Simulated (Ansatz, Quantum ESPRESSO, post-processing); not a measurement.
# Band line-up of the GaP/MgS(110) superlattice, 5 + 5 layers, a = 5.493 Å, part 6 of 7

Wanted: the band alignment of the GaP/MgS(110) superlattice, 5 + 5 layers, a = 5.493 Å.

Quantum ESPRESSO 7.5; plane-wave DFT, LDA, GBRV ultrasoft pseudopotentials; cross-check by Ansatz 0.2.0 with PAW datasets.

So far. Step 3 (SCF with pw.x of bulk GaP): The run needed 10 iterations to bring the estimated error under 1e-07 Ry. Step 11 (SCF with pw.x of the superlattice): The run needed 22 iterations to bring the estimated error under 1e-07 Ry; the largest force on any atom, held or free, is 0.92 eV/Å.

## 13. Planar and running averages of the superlattice

ab.avg.in

```
1
ab.pot.dat
1.0
200
3
7.3399561981
```

Started as:

```
$ OMP_NUM_THREADS=1 average.x < ab.avg.in > ab.avg.out
```

Numbers of over 12 decimals in the logs are rounded to 6 here.

Log:

```text
[banner, memory and clock lines left out]
Program AVERAGE v.7.5 starts

          URL

     Reading header from file  ab.pot.dat
     Reading data from file  ab.pot.dat
     Output written to file avg.dat

[...]
```

The job ended after 1.1 s (1 MPI rank of AMD EPYC 7R32 (Zen 2), shared host; peak memory 0.12 GiB).

Numbers from this step:

```
average.x's running mean in the GaP layers, on the run's own zero                  : 2.112 eV
slope of the running mean in the GaP layers                                        : -1.20e-4 eV/Å
mean potential by an exact Fourier window in the GaP layers, on the run's own zero : 2.112 eV
average.x's running mean in the MgS layers, on the run's own zero                  : 2.441 eV
slope of the running mean in the MgS layers                                        : -3.74e-4 eV/Å
mean potential by an exact Fourier window in the MgS layers, on the run's own zero : 2.441 eV
```

Electrostatic potential energy of an electron; zero at the Fermi level; window 3.8841 Å. Potential energy, running mean against z:

```
z (Å)  potential energy, running mean (eV)
  0.0                                -4.89
  0.5                                -4.97
  1.0                                -5.01
  1.5                                -5.00
  2.0                                -4.99
  2.5                                -4.99
  3.0                                -5.00
  3.5                                -5.00
  4.0                                -5.00
  4.5                                -5.00
  5.0                                -5.00
  5.5                                -4.99
  6.0                                -5.00
  6.5                                -5.01
  7.0                                -5.00
  7.5                                -4.92
  8.0                                -4.87
  8.5                                -4.81
  9.0                                -4.81
  9.5                                -4.75
 10.0                                -4.71
 10.5                                -4.63
 11.0                                -4.64
 11.5                                -4.66
 12.0                                -4.67
 12.5                                -4.67
 13.0                                -4.67
 13.5                                -4.66
 14.0                                -4.66
 14.5                                -4.67
 15.0                                -4.67
 15.5                                -4.67
 16.0                                -4.65
 16.5                                -4.63
 17.0                                -4.67
 17.5                                -4.74
 18.0                                -4.79
 18.5                                -4.81
 19.0                                -4.84
```

## 14. Projected density of states

projwfc.x splits the states by atom and orbital; the spilling says how much the atomic basis misses.

pdos.in

```
&projwfc
  prefix = 'ab'
  outdir = './out'
  filpdos = 'pdos'
  Emin = 4.11
  Emax = 11.11
  DeltaE = 0.05
  ngauss = 0
  degauss = 0.006
/
```

Started as:

```
$ OMP_NUM_THREADS=1 mpirun -n 4 projwfc.x -in pdos.in > pdos.out
```

Log:

```text
[banner, memory and clock lines left out]
Program PROJWFC v.7.5 starts

          URL

     ./out/ab.save/

     IMPORTANT: XC functional enforced from input :
     Exchange-correlation= PZ
                           (   1   1   0   0   0   0   0)
     Any further DFT definition will be discarded
     Please, verify this is what you really want

     Gaussian broadening (read from input): ngauss,degauss=   0    0.006000

     Calling projwave ....
     one sub-group per band group will be used

     linear algebra parallelized on   4 procs

  Problem Sizes
  natomwfc =          125
  nx       =           63
  nbnd     =          120
  nkstot   =           20
  npwx     =         3017
  nkb      =          365

     Atomic states used for projection
     (read from pseudopotential files):

     state #   1: atom   1 (Ga ), wfc  1 (l=1 m= 1)
     state #   2: atom   1 (Ga ), wfc  1 (l=1 m= 2)
     state #   3: atom   1 (Ga ), wfc  1 (l=1 m= 3)
     state #   4: atom   1 (Ga ), wfc  2 (l=2 m= 1)
     state #   5: atom   1 (Ga ), wfc  2 (l=2 m= 2)
     state #   6: atom   1 (Ga ), wfc  2 (l=2 m= 3)
     state #   7: atom   1 (Ga ), wfc  2 (l=2 m= 4)
     state #   8: atom   1 (Ga ), wfc  2 (l=2 m= 5)
     state #   9: atom   1 (Ga ), wfc  3 (l=0 m= 1)
     state #  10: atom   1 (Ga ), wfc  4 (l=1 m= 1)
     state #  11: atom   1 (Ga ), wfc  4 (l=1 m= 2)
     state #  12: atom   1 (Ga ), wfc  4 (l=1 m= 3)
     state #  13: atom   2 (P  ), wfc  1 (l=0 m= 1)
     state #  14: atom   2 (P  ), wfc  2 (l=1 m= 1)
     state #  15: atom   2 (P  ), wfc  2 (l=1 m= 2)
     state #  16: atom   2 (P  ), wfc  2 (l=1 m= 3)
     state #  17: atom   3 (Ga ), wfc  1 (l=1 m= 1)
     state #  18: atom   3 (Ga ), wfc  1 (l=1 m= 2)
     state #  19: atom   3 (Ga ), wfc  1 (l=1 m= 3)
     state #  20: atom   3 (Ga ), wfc  2 (l=2 m= 1)
     state #  21: atom   3 (Ga ), wfc  2 (l=2 m= 2)
     state #  22: atom   3 (Ga ), wfc  2 (l=2 m= 3)
     state #  23: atom   3 (Ga ), wfc  2 (l=2 m= 4)
     state #  24: atom   3 (Ga ), wfc  2 (l=2 m= 5)
     state #  25: atom   3 (Ga ), wfc  3 (l=0 m= 1)
     state #  26: atom   3 (Ga ), wfc  4 (l=1 m= 1)
     state #  27: atom   3 (Ga ), wfc  4 (l=1 m= 2)
     state #  28: atom   3 (Ga ), wfc  4 (l=1 m= 3)
     state #  29: atom   4 (P  ), wfc  1 (l=0 m= 1)
     state #  30: atom   4 (P  ), wfc  2 (l=1 m= 1)
     state #  31: atom   4 (P  ), wfc  2 (l=1 m= 2)
     state #  32: atom   4 (P  ), wfc  2 (l=1 m= 3)
     state #  33: atom   5 (Ga ), wfc  1 (l=1 m= 1)
     state #  34: atom   5 (Ga ), wfc  1 (l=1 m= 2)
     state #  35: atom   5 (Ga ), wfc  1 (l=1 m= 3)
     state #  36: atom   5 (Ga ), wfc  2 (l=2 m= 1)
     state #  37: atom   5 (Ga ), wfc  2 (l=2 m= 2)
     state #  38: atom   5 (Ga ), wfc  2 (l=2 m= 3)
     state #  39: atom   5 (Ga ), wfc  2 (l=2 m= 4)
     state #  40: atom   5 (Ga ), wfc  2 (l=2 m= 5)
     state #  41: atom   5 (Ga ), wfc  3 (l=0 m= 1)
     state #  42: atom   5 (Ga ), wfc  4 (l=1 m= 1)
     state #  43: atom   5 (Ga ), wfc  4 (l=1 m= 2)
     state #  44: atom   5 (Ga ), wfc  4 (l=1 m= 3)
     state #  45: atom   6 (P  ), wfc  1 (l=0 m= 1)
     state #  46: atom   6 (P  ), wfc  2 (l=1 m= 1)
     state #  47: atom   6 (P  ), wfc  2 (l=1 m= 2)
     state #  48: atom   6 (P  ), wfc  2 (l=1 m= 3)
     state #  49: atom   7 (Ga ), wfc  1 (l=1 m= 1)
     state #  50: atom   7 (Ga ), wfc  1 (l=1 m= 2)
     state #  51: atom   7 (Ga ), wfc  1 (l=1 m= 3)
     state #  52: atom   7 (Ga ), wfc  2 (l=2 m= 1)
     state #  53: atom   7 (Ga ), wfc  2 (l=2 m= 2)
     state #  54: atom   7 (Ga ), wfc  2 (l=2 m= 3)
     state #  55: atom   7 (Ga ), wfc  2 (l=2 m= 4)
     state #  56: atom   7 (Ga ), wfc  2 (l=2 m= 5)
     state #  57: atom   7 (Ga ), wfc  3 (l=0 m= 1)
     state #  58: atom   7 (Ga ), wfc  4 (l=1 m= 1)
     state #  59: atom   7 (Ga ), wfc  4 (l=1 m= 2)
     state #  60: atom   7 (Ga ), wfc  4 (l=1 m= 3)
     state #  61: atom   8 (P  ), wfc  1 (l=0 m= 1)
     state #  62: atom   8 (P  ), wfc  2 (l=1 m= 1)
     state #  63: atom   8 (P  ), wfc  2 (l=1 m= 2)
     state #  64: atom   8 (P  ), wfc  2 (l=1 m= 3)
     state #  65: atom   9 (Ga ), wfc  1 (l=1 m= 1)
     state #  66: atom   9 (Ga ), wfc  1 (l=1 m= 2)
     state #  67: atom   9 (Ga ), wfc  1 (l=1 m= 3)
     state #  68: atom   9 (Ga ), wfc  2 (l=2 m= 1)
     state #  69: atom   9 (Ga ), wfc  2 (l=2 m= 2)
     state #  70: atom   9 (Ga ), wfc  2 (l=2 m= 3)
     state #  71: atom   9 (Ga ), wfc  2 (l=2 m= 4)
     state #  72: atom   9 (Ga ), wfc  2 (l=2 m= 5)
     state #  73: atom   9 (Ga ), wfc  3 (l=0 m= 1)
     state #  74: atom   9 (Ga ), wfc  4 (l=1 m= 1)
     state #  75: atom   9 (Ga ), wfc  4 (l=1 m= 2)
     state #  76: atom   9 (Ga ), wfc  4 (l=1 m= 3)
     state #  77: atom  10 (P  ), wfc  1 (l=0 m= 1)
     state #  78: atom  10 (P  ), wfc  2 (l=1 m= 1)
     state #  79: atom  10 (P  ), wfc  2 (l=1 m= 2)
     state #  80: atom  10 (P  ), wfc  2 (l=1 m= 3)
     state #  81: atom  11 (Mg ), wfc  1 (l=0 m= 1)
     state #  82: atom  11 (Mg ), wfc  2 (l=1 m= 1)
     state #  83: atom  11 (Mg ), wfc  2 (l=1 m= 2)
     state #  84: atom  11 (Mg ), wfc  2 (l=1 m= 3)
     state #  85: atom  11 (Mg ), wfc  3 (l=0 m= 1)
     state #  86: atom  12 (S  ), wfc  1 (l=0 m= 1)
     state #  87: atom  12 (S  ), wfc  2 (l=1 m= 1)
     state #  88: atom  12 (S  ), wfc  2 (l=1 m= 2)
     state #  89: atom  12 (S  ), wfc  2 (l=1 m= 3)
     state #  90: atom  13 (Mg ), wfc  1 (l=0 m= 1)
     state #  91: atom  13 (Mg ), wfc  2 (l=1 m= 1)
     state #  92: atom  13 (Mg ), wfc  2 (l=1 m= 2)
     state #  93: atom  13 (Mg ), wfc  2 (l=1 m= 3)
     state #  94: atom  13 (Mg ), wfc  3 (l=0 m= 1)
     state #  95: atom  14 (S  ), wfc  1 (l=0 m= 1)
     state #  96: atom  14 (S  ), wfc  2 (l=1 m= 1)
     state #  97: atom  14 (S  ), wfc  2 (l=1 m= 2)
     state #  98: atom  14 (S  ), wfc  2 (l=1 m= 3)
     state #  99: atom  15 (Mg ), wfc  1 (l=0 m= 1)
     state # 100: atom  15 (Mg ), wfc  2 (l=1 m= 1)
     state # 101: atom  15 (Mg ), wfc  2 (l=1 m= 2)
     state # 102: atom  15 (Mg ), wfc  2 (l=1 m= 3)
     state # 103: atom  15 (Mg ), wfc  3 (l=0 m= 1)
     state # 104: atom  16 (S  ), wfc  1 (l=0 m= 1)
     state # 105: atom  16 (S  ), wfc  2 (l=1 m= 1)
     state # 106: atom  16 (S  ), wfc  2 (l=1 m= 2)
     state # 107: atom  16 (S  ), wfc  2 (l=1 m= 3)
     state # 108: atom  17 (Mg ), wfc  1 (l=0 m= 1)
     state # 109: atom  17 (Mg ), wfc  2 (l=1 m= 1)
     state # 110: atom  17 (Mg ), wfc  2 (l=1 m= 2)
     state # 111: atom  17 (Mg ), wfc  2 (l=1 m= 3)
     state # 112: atom  17 (Mg ), wfc  3 (l=0 m= 1)
     state # 113: atom  18 (S  ), wfc  1 (l=0 m= 1)
     state # 114: atom  18 (S  ), wfc  2 (l=1 m= 1)
     state # 115: atom  18 (S  ), wfc  2 (l=1 m= 2)
     state # 116: atom  18 (S  ), wfc  2 (l=1 m= 3)
     state # 117: atom  19 (Mg ), wfc  1 (l=0 m= 1)
     state # 118: atom  19 (Mg ), wfc  2 (l=1 m= 1)
     state # 119: atom  19 (Mg ), wfc  2 (l=1 m= 2)
     state # 120: atom  19 (Mg ), wfc  2 (l=1 m= 3)
     state # 121: atom  19 (Mg ), wfc  3 (l=0 m= 1)
     state # 122: atom  20 (S  ), wfc  1 (l=0 m= 1)
     state # 123: atom  20 (S  ), wfc  2 (l=1 m= 1)
     state # 124: atom  20 (S  ), wfc  2 (l=1 m= 2)
     state # 125: atom  20 (S  ), wfc  2 (l=1 m= 3)

[... projections of each state ...]
Lowdin Charges:

     Atom #   1: total charge =  18.8719, s =  1.0481,
     Atom #   1: total charge =  18.8719, p =  7.8335, pz=  2.5717, px=  2.6085, py=  2.6533,
     Atom #   1: total charge =  18.8719, d =  9.9903, dz2=  1.9979, dxz=  1.9977, dyz=  1.9990, dx2-y2=  1.9985, dxy=  1.9972,
     Atom #   2: total charge =   5.4440, s =  1.5138,
     Atom #   2: total charge =   5.4440, p =  3.9302, pz=  1.4317, px=  1.3051, py=  1.1934,
     Atom #   2: total charge =   5.4440, d =  0.0000, dz2=  0.0000, dxz=  0.0000, dyz=  0.0000, dx2-y2=  0.0000, dxy=  0.0000,
     Atom #   3: total charge =  18.9283, s =  1.0369,
     Atom #   3: total charge =  18.9283, p =  7.9029, pz=  2.6361, px=  2.6335, py=  2.6332,
     Atom #   3: total charge =  18.9283, d =  9.9885, dz2=  1.9975, dxz=  1.9971, dyz=  1.9986, dx2-y2=  1.9982, dxy=  1.9970,
     Atom #   4: total charge =   5.0405, s =  1.4374,
     Atom #   4: total charge =   5.0405, p =  3.6031, pz=  1.1998, px=  1.2025, py=  1.2008,
     Atom #   4: total charge =   5.0405, d =  0.0000, dz2=  0.0000, dxz=  0.0000, dyz=  0.0000, dx2-y2=  0.0000, dxy=  0.0000,
     Atom #   5: total charge =  18.9210, s =  1.0386,
     Atom #   5: total charge =  18.9210, p =  7.8941, pz=  2.6289, px=  2.6275, py=  2.6377,
     Atom #   5: total charge =  18.9210, d =  9.9884, dz2=  1.9974, dxz=  1.9971, dyz=  1.9986, dx2-y2=  1.9982, dxy=  1.9971,
     Atom #   6: total charge =   5.0418, s =  1.4364,
     Atom #   6: total charge =   5.0418, p =  3.6054, pz=  1.2096, px=  1.2001, py=  1.1957,
     Atom #   6: total charge =   5.0418, d =  0.0000, dz2=  0.0000, dxz=  0.0000, dyz=  0.0000, dx2-y2=  0.0000, dxy=  0.0000,
     Atom #   7: total charge =  18.9283, s =  1.0369,
     Atom #   7: total charge =  18.9283, p =  7.9028, pz=  2.6361, px=  2.6335, py=  2.6332,
     Atom #   7: total charge =  18.9283, d =  9.9885, dz2=  1.9975, dxz=  1.9971, dyz=  1.9986, dx2-y2=  1.9982, dxy=  1.9970,
     Atom #   8: total charge =   5.0406, s =  1.4374,
     Atom #   8: total charge =   5.0406, p =  3.6031, pz=  1.1998, px=  1.2025, py=  1.2008,
     Atom #   8: total charge =   5.0406, d =  0.0000, dz2=  0.0000, dxz=  0.0000, dyz=  0.0000, dx2-y2=  0.0000, dxy=  0.0000,
     Atom #   9: total charge =  18.8719, s =  1.0481,
     Atom #   9: total charge =  18.8719, p =  7.8335, pz=  2.5717, px=  2.6085, py=  2.6533,
     Atom #   9: total charge =  18.8719, d =  9.9903, dz2=  1.9979, dxz=  1.9977, dyz=  1.9990, dx2-y2=  1.9985, dxy=  1.9972,
     Atom #  10: total charge =   5.4440, s =  1.5138,
     Atom #  10: total charge =   5.4440, p =  3.9302, pz=  1.4317, px=  1.3051, py=  1.1934,
     Atom #  10: total charge =   5.4440, d =  0.0000, dz2=  0.0000, dxz=  0.0000, dyz=  0.0000, dx2-y2=  0.0000, dxy=  0.0000,
     Atom #  11: total charge =   8.6074, s =  2.6082,
     Atom #  11: total charge =   8.6074, p =  5.9993, pz=  1.9997, px=  1.9998, py=  1.9998,
     Atom #  11: total charge =   8.6074, d =  0.0000, dz2=  0.0000, dxz=  0.0000, dyz=  0.0000, dx2-y2=  0.0000, dxy=  0.0000,
     Atom #  12: total charge =   6.9176, s =  1.7768,
     Atom #  12: total charge =   6.9176, p =  5.1408, pz=  1.6221, px=  1.7147, py=  1.8040,
     Atom #  12: total charge =   6.9176, d =  0.0000, dz2=  0.0000, dxz=  0.0000, dyz=  0.0000, dx2-y2=  0.0000, dxy=  0.0000,
     Atom #  13: total charge =   8.5972, s =  2.5977,
     Atom #  13: total charge =   8.5972, p =  5.9996, pz=  1.9999, px=  1.9998, py=  1.9999,
     Atom #  13: total charge =   8.5972, d =  0.0000, dz2=  0.0000, dxz=  0.0000, dyz=  0.0000, dx2-y2=  0.0000, dxy=  0.0000,
     Atom #  14: total charge =   7.2690, s =  1.8326,
     Atom #  14: total charge =   7.2690, p =  5.4364, pz=  1.8164, px=  1.8090, py=  1.8110,
     Atom #  14: total charge =   7.2690, d =  0.0000, dz2=  0.0000, dxz=  0.0000, dyz=  0.0000, dx2-y2=  0.0000, dxy=  0.0000,
     Atom #  15: total charge =   8.6000, s =  2.6004,
     Atom #  15: total charge =   8.6000, p =  5.9996, pz=  1.9999, px=  1.9999, py=  1.9999,
     Atom #  15: total charge =   8.6000, d =  0.0000, dz2=  0.0000, dxz=  0.0000, dyz=  0.0000, dx2-y2=  0.0000, dxy=  0.0000,
     Atom #  16: total charge =   7.2690, s =  1.8319,
     Atom #  16: total charge =   7.2690, p =  5.4371, pz=  1.8105, px=  1.8134, py=  1.8132,
     Atom #  16: total charge =   7.2690, d =  0.0000, dz2=  0.0000, dxz=  0.0000, dyz=  0.0000, dx2-y2=  0.0000, dxy=  0.0000,
     Atom #  17: total charge =   8.5972, s =  2.5977,
     Atom #  17: total charge =   8.5972, p =  5.9996, pz=  1.9999, px=  1.9998, py=  1.9999,
     Atom #  17: total charge =   8.5972, d =  0.0000, dz2=  0.0000, dxz=  0.0000, dyz=  0.0000, dx2-y2=  0.0000, dxy=  0.0000,
     Atom #  18: total charge =   7.2689, s =  1.8326,
     Atom #  18: total charge =   7.2689, p =  5.4364, pz=  1.8163, px=  1.8090, py=  1.8110,
     Atom #  18: total charge =   7.2689, d =  0.0000, dz2=  0.0000, dxz=  0.0000, dyz=  0.0000, dx2-y2=  0.0000, dxy=  0.0000,
     Atom #  19: total charge =   8.6074, s =  2.6082,
     Atom #  19: total charge =   8.6074, p =  5.9993, pz=  1.9997, px=  1.9998, py=  1.9998,
     Atom #  19: total charge =   8.6074, d =  0.0000, dz2=  0.0000, dxz=  0.0000, dyz=  0.0000, dx2-y2=  0.0000, dxy=  0.0000,
     Atom #  20: total charge =   6.9175, s =  1.7768,
     Atom #  20: total charge =   6.9175, p =  5.1407, pz=  1.6221, px=  1.7146, py=  1.8040,
     Atom #  20: total charge =   6.9175, d =  0.0000, dz2=  0.0000, dxz=  0.0000, dyz=  0.0000, dx2-y2=  0.0000, dxy=  0.0000,
     Spilling Parameter:   0.0041
```

Wall time 5.5 s (4 MPI ranks); peak memory 0.58 GiB.

Read from the output:

- spilling of the projection: 0.0041

The density of states has structure finer than the step of the table below, so its rows give means over 0.2 eV, whole bins alone (the curve runs from -3.00 to 2.90 eV). Peaks (eV: height): -2.40: 14.3, -1.80: 9.17, 1.60: 10.1, 1.90: 13, 2.70: 12.7.

Gaussian width 0.006 Ry; cut where the computed bands begin to run out. Table of density of states by energy, zero at the Fermi level; means over each step:

energy (eV), density of states (states/eV a cell) and a bar:
```
     -2.8       10.1 #########################
     -2.6        7.8 ###################
     -2.4       12.4 ##############################
     -2.2        6.6 ################
     -2.0        6.0 ###############
     -1.8        7.9 ###################
     -1.6        4.5 ###########
     -1.4        4.3 ##########
     -1.2        2.4 ######
     -1.0        0.3 #
     -0.8        0.2 
     -0.6        0.0 
     -0.4        0.0 
     -0.2        0.0 
      0.0        0.0 
      0.2        0.0 
      0.4        0.0 
      0.6        0.2 #
      0.8        1.1 ###
      1.0        5.0 ############
      1.2        5.9 ##############
      1.4        7.4 ##################
      1.6        9.0 ######################
      1.8        9.8 ########################
      2.0       11.2 ###########################
      2.2        8.4 ####################
      2.4        9.8 ########################
      2.6       11.7 ############################
```

Projected DOS an atom over height of the atomic layer and energy from the Fermi level. Columns are the atomic layers from the bottom up.

Ten even steps from '_' (0.00 states/eV) to '@' (1.19 states/eV), each cell a mean:
```
==========..........
==========..........
==------==__________
**********__________
++++++++++__________
====--====..______..
==::--::==__________
..........__________
____________________
____________________
____________________
____________________
____________________
____________________
____________________
::::::::::__________
----------__________
##==++==##__________
==========__________
@@**++**@@::______::
**++==++**..______..
**##++##**----------
```
Columns: height of the atomic layer (Å) from 0 to 17.5; rows upwards: energy from the Fermi level (eV) from -3.00 to 2.90.

Löwdin valence electrons by atom:

| atom | Löwdin valence electrons (e) |
| --- | --- |
| Ga1 | 18.9 |
| P2 | 5.4 |
| Ga3 | 18.9 |
| P4 | 5.0 |
| Ga5 | 18.9 |
| P6 | 5.0 |
| Ga7 | 18.9 |
| P8 | 5.0 |
| Ga9 | 18.9 |
| P10 | 5.4 |
| Mg11 | 8.6 |
| S12 | 6.9 |
| Mg13 | 8.6 |
| S14 | 7.3 |
| Mg15 | 8.6 |
| S16 | 7.3 |
| Mg17 | 8.6 |
| S18 | 7.3 |
| Mg19 | 8.6 |
| S20 | 6.9 |

The atomic orbitals miss 0.4 % of the occupied states; for empty states the projections can miss much more.

## 15. The line-up

Each edge is taken over its own crystal's mean potential and then placed on the mean potential of those layers in the superlattice:

```csv
crystal,valence top − mean (eV),conduction bottom − mean (eV),mean in the superlattice (eV)
GaP,4.253,5.664,2.112
MgS,1.927,5.498,2.441
```

Valence offset = (1.927 + 2.441) − (4.253 + 2.112) = -1.996 eV; conduction offset = 0.163 eV.

## 16. Cross-check with Ansatz of bulk GaP

As a check, the same structure is run in Ansatz.

Level of this step: plane-wave DFT, LDA, Ansatz PAW (Ansatz 0.2.0).

input.yaml

```yaml
crystal:
  lattice:
    - [5.493, 0.0, 0.0]
    - [0.0, 3.8841375491, 0.0]
    - [0.0, 0.0, 3.8841375491]
  atoms:
    - { symbol: Ga, position: [0.0, 0.0, 0.0] }
    - { symbol: P, position: [0.25, 0.5, 0.0] }
    - { symbol: Ga, position: [0.5, 0.5, 0.5] }
    - { symbol: P, position: [0.75, 0.0, 0.5] }
kpoints:
  mp_grid: { grid: [6, 8, 8] }
hamiltonian:
  xc: lda
scf:
  occupations: { method: fermi_dirac, width: 0.02 }
  convergence: { dr2_threshold: 1.0e-08 }
output:
  eigenvalues: true
checkpoint:
  write: az.a.run
  compress: false
  write_wavefunctions: false
```

Started as:

```
$ ansatz run input.yaml --threads 4 --pin off --max-ram 8192MiB --backend cpu --events-out ev --progress --plain --runs-dir out
```

Log:

```text
[...]
Crystal: 4 atoms, lattice volume = 82.870 Å³
Basis set: ecut = 420 eV, 1659 PW (Γ)
Bands: 22, of which v1, the nominal top of the filled ones, is band 18 counted from 1 (17 counted from 0)
Symmetry: 16 space group operations
[...]
k-points: 60 of 384 (time reversal used)
[...]
SCF iter   1: F=—  HF=-8867.482918 eV  |F-HF|=—  |Δ(HF+E_count)|=         —  Δρ=6.54e-3  dr2=3.69e-2  ethr=1.77e-3  ⟨swp⟩=6.9  Hψ=6736  notcnv=0
[...]
SCF iter   8: F=-8867.468735 eV  HF=-8867.468735 eV  |F-HF|=2.93e-10  |Δ(HF+E_count)|=  2.20e-10  Δρ=8.08e-7  dr2=4.01e-10  ethr=1.25e-11  ⟨swp⟩=1.1  Hψ=4001  notcnv=0
SCF 1 converged in 8 iterations: F = -8867.468735 eV  dr2 = 4.01e-10
[...]
SCF converged after 8 iterations
Free energy (F): -8867.468735 eV
[...]
Internal energy: -8867.468735 eV  (E = F + TS)
E sigma→0 (E₀):  -8867.468735 eV
Fermi energy:    7.257680 eV
[...]
--- Band table (eV; the first three rows and the last of 60) ---
  k-point 0: bands = [... 14 lower, 3.9212, 6.5490, 6.5493, 6.5493, 7.9675, 8.0926, 8.2472, 10.3410]
  k-point 1: bands = [... 14 lower, 4.0294, 5.3587, 6.1625, 6.4898, 8.2769, 8.7405, 9.1730, 10.3791]
  k-point 2: bands = [... 14 lower, 3.7318, 4.3410, 5.2208, 6.2845, 8.6095, 9.3075, 10.6962, 10.8341]
  k-point 59: bands = [... 14 lower, 3.0373, 3.0373, 3.1869, 3.1869, 11.1306, 11.1306, 11.2092, 11.2092]
```

Wall time 2.5 s (4 threads); peak memory 0.42 GiB.

Read from the output:

```
free energy         : -8867.4687 eV
Fermi energy        : 7.258 eV
gap by band count   : 1.418 eV
symmetry operations : 16
```

(Continued in part 7 of 7.)

[Logs are printed without paths, hosts, clocks, repeated set-up lines and the standing remarks that a program may print on its own settings, such as how far it seeks lower states.]

[Hosts, paths, dates, database ids (printed as entryN), source tags and the programs' standing remarks are cut or masked in the printed files.]

[Maps of the electrostatic potential energy from Ansatz leave out the sawtooth potential of an applied field or a dipole correction, so their vacuum need not be flat; planar profiles and work functions include it.]
